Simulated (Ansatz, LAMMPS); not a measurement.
# An extra electron or hole in glassy 83P2O5-17Al2O3 (mol %) (80 atoms): runs compared

Aim: add and remove one electron in glassy 83P2O5-17Al2O3 (mol %) (80 atoms), with atoms held and relaxed, and read trapping energy and localisation.

Computed with Ansatz 0.2.0: Kohn-Sham DFT, PBE, PAW (set soft_1), plane waves; PAW set soft_1.

## 1. The cell

The cell holds 80 atoms: 20 P, 4 Al and 56 O. Cell: a = 10.199 Å, b = 10.199 Å, c = 10.199 Å, α = 90.0°, β = 90.0°, γ = 90.0°. 80 atoms (20 P, 4 Al, 56 O) placed at random at 2.43 g/cm³, melted at 4000 K for 10 ps at fixed volume with the Morse and Coulomb pair potential with partial charges (Pedone, Malavasi, Menziani, Cormack and Segre, J. Phys. Chem. B 110, 11780 (2006)). Quenched from 4000 K to 300 K at 6 K/ps and fixed volume, held 10 ps at zero pressure.

What the set-up can't give: The quench rate of 6 K/ps is many orders above laboratory rates, so the cell is likely richer in defects and strain than a real sample. The starting topology of bonds comes from the classical model, and needn't be the one that DFT or experiment would give. Sampling is at Γ alone, for a cell whose shortest periodic width is 10 Å.

## 2. The reference run

The reference is a single point at the end of the relaxation.

The charged cells start from the geometry of this run, on a uniform background, with spin and a narrow Fermi–Dirac smearing.

Its input, with most atom lines left out:

```yaml
crystal:
  lattice:
    - [10.19896, 0.0, 0.0]
    - [0.0, 10.19896, 0.0]
    - [0.0, 0.0, 10.19896]
  atoms:
    - { symbol: P, position: [0.42126, 0.93631, 0.87745] }
    - { symbol: P, position: [0.16103, 0.86687, 0.0054] }
    - { symbol: P, position: [0.05164, 0.02062, 0.68094] }
    - { symbol: P, position: [0.73343, 0.69185, 0.22039] }
    - { symbol: P, position: [0.18276, 0.2349, 0.53471] }
    - { symbol: P, position: [0.60503, 0.17923, 0.25335] }
    - { symbol: P, position: [0.32245, 0.13986, 0.27719] }
    [... atom lines 8 to 80 left out ...]
kpoints:
  mp_grid: { grid: [1, 1, 1] }
hamiltonian:
  xc: pbe
  pseudopotentials: { kind: paw, azcp: { folder: soft_1 } }
scf:
  occupations: { method: fermi_dirac, width: 0.05 }
output:
  forces: true
  stress: true
  populations: true
  dos:
    method: { smearing: { sigma: 0.1 } }
    de: 0.1
    projected: { site_lists: { Al: [Al], O: [O], P: [P] } }
  eigenvalues: true
  write_density: true
  write_potential: true
  volumetric_format: npy
```

- free energy per atom: -613.3677 eV/atom
- r.m.s. force component: 0.01142 eV/Å
- pressure: 0.127 GPa

Filled and empty levels are parted by 3.72 eV (at Γ alone); a semilocal functional tends to put such gaps too low. In a disordered cell it changes from sample to sample, and tail or defect levels can set it.

## 3. The runs

Each row is one run, on 4 threads of AMD EPYC 9R45, shared host. The free energy is the program's total, comparable only between runs with the same functional; between charge states it hangs on the program's zero of potential.

```
                                              run  atoms    outcome  relaxation steps  free energy (eV)     time  host memory (GiB)
                        Single point at the start     80  converged                 -        -49058.324    4.3 s                1.3
                                       Relaxation     80  converged                29        -49069.418     86 s                1.3
             Single point at the relaxed geometry     80  converged                 -        -49069.417    6.9 s                1.3
                    An extra electron, atoms held     80  converged                 -        -49062.513     16 s                2.0
                 An extra electron, atoms relaxed     80  converged                20        -49063.349  1.8 min                1.9
An extra electron, levels at the relaxed geometry     80  converged                 -        -49063.349     14 s                2.0
          Neutral at the geometry of the electron     80  converged                 -        -49067.300    6.6 s                1.3
                        An extra hole, atoms held     80  converged                 -        -49071.917     32 s                2.0
                     An extra hole, atoms relaxed     80  converged                 7        -49072.102     71 s                2.0
    An extra hole, levels at the relaxed geometry     80  converged                 -        -49072.102     27 s                2.0
              Neutral at the geometry of the hole     80  converged                 -        -49069.082    6.7 s                1.3
```

In some runs the program notes that the exchange-correlation potential is rough where the density is thin.

The surroundings of P8, which holds the most spin of the extra electron after relaxation, nearest first, numbered as they follow in the input and with coordinates relative to it.

```
atom      x      y      z  distance (Å)  Löwdin charge (e)  moment (μB)
  P8   0.00   0.00   0.00          0.00               1.68         0.14
 O77   0.48   1.44  -0.21          1.54              -0.75         0.02
 O36  -0.78  -0.02   1.55          1.74              -0.68         0.10
 O68  -1.45   0.14  -1.01          1.77              -0.69         0.04
 O47   0.77  -0.91  -1.54          1.95              -0.73         0.08
 O55   1.60  -0.52   1.04          1.98              -0.70         0.06
  P9  -1.89  -1.00   2.11          3.00               2.09         0.00
 P13  -2.83   0.80  -0.82          3.05               2.08         0.00
```

The surroundings of O71, which holds the most spin of the extra hole after relaxation, nearest first, numbered as they follow in the input and with coordinates relative to it.

```
atom      x      y      z  distance (Å)  Löwdin charge (e)  moment (μB)
 O71   0.00   0.00   0.00          0.00              -0.60         0.29
 P17   1.42  -0.55  -0.07          1.52               2.14         0.00
 O33   2.16   0.11  -1.23          2.49              -0.72         0.08
 O45   1.40  -2.08  -0.01          2.51              -0.71         0.08
 O38   2.27  -0.16   1.25          2.60              -0.70         0.00
 O61  -1.69   1.42   2.10          3.05              -0.76         0.00
 O36  -1.00   2.97   0.25          3.14              -0.68         0.00
 O48  -2.00  -1.57   1.98          3.22              -0.76         0.00
 O47   0.27   2.40  -2.17          3.25              -0.67         0.00
 O55   1.22   3.09  -0.13          3.33              -0.70         0.00
 O70  -1.36  -3.11   0.09          3.40              -0.74         0.00
  P9  -2.27   2.38   1.06          3.46               2.11         0.00
```

## 4. Energies and spread of the extra charge

Energies are differences within one cell and functional; the shift is the gain plus the neutral cell's energy at the new geometry, that is how much cheaper the vertical process becomes there. The spread is the participation number of the site moments (1/Σw², over the spin inside atomic spheres), with the atom that holds the largest share and the spin that the spheres hold in all.

| carrier | charged less neutral, atoms held (eV) | gain on relaxing (eV) | neutral cell at that geometry, less the reference (eV) | shift of the vertical energy (eV) | spread, atoms held | spread, relaxed |
| --- | --- | --- | --- | --- | --- | --- |
| electron | 6.904 | 0.836 | 2.117 | 2.953 | 47; P8 5 % of 0.41 μB | 6; P8 28 % of 0.50 μB |
| hole | -2.500 | 0.185 | 0.336 | 0.520 | 13; O71 21 % of 0.71 μB | 5; O71 40 % of 0.72 μB |

## 5. What came out

The extra electron gains 0.84 eV as the atoms relax, and its spin goes from about 47 to 6 atoms: the atoms trap it, with the largest share on P8. The P8–O47 distance goes from 1.65 to 1.95 Å. With the atoms held, the spheres hold only 0.41 of the 0.97 μB, so the spread is read from a small part of the spin. The extra hole gains 0.18 eV as the atoms relax, and its spin goes from about 13 to 5 atoms: a partial localisation, with a modest gain. The hole is shared among 2 partly filled levels, as near-degenerate levels under the smearing give, and as self-interaction favours. Adding the two vertical energies gives 4.40 eV, against a gap of 3.72 eV in the neutral cell. The zero of the potential cancels in this sum; the excess likely reflects the charging energy of carriers confined to few atoms or to a small cell, partly offset by their attraction to the background.

**Limits.** Single energies of charged cells hang on the program's zero of potential. In the spin-polarised runs the search for a state of lower energy was switched off. No distortion was seeded, so a trapped state behind a barrier can't be found. Semilocal functionals favour spread-out charges, so trapping can be missed. In the spin-polarised runs the search for a state of lower energy was switched off. Charged cells carry a uniform background, with no correction for images.

The DFT runs together took 6.4 min of wall time.

[Long decimals in the printed logs are rounded to 6 places.]

[Logs are printed without paths, hosts, clocks, repeated set-up lines and the standing remarks that a program may print on its own settings, such as how far it seeks lower states.]

[Hosts, paths, dates, database ids (printed as entryN), source tags and the programs' standing remarks are cut or masked in the printed files.]
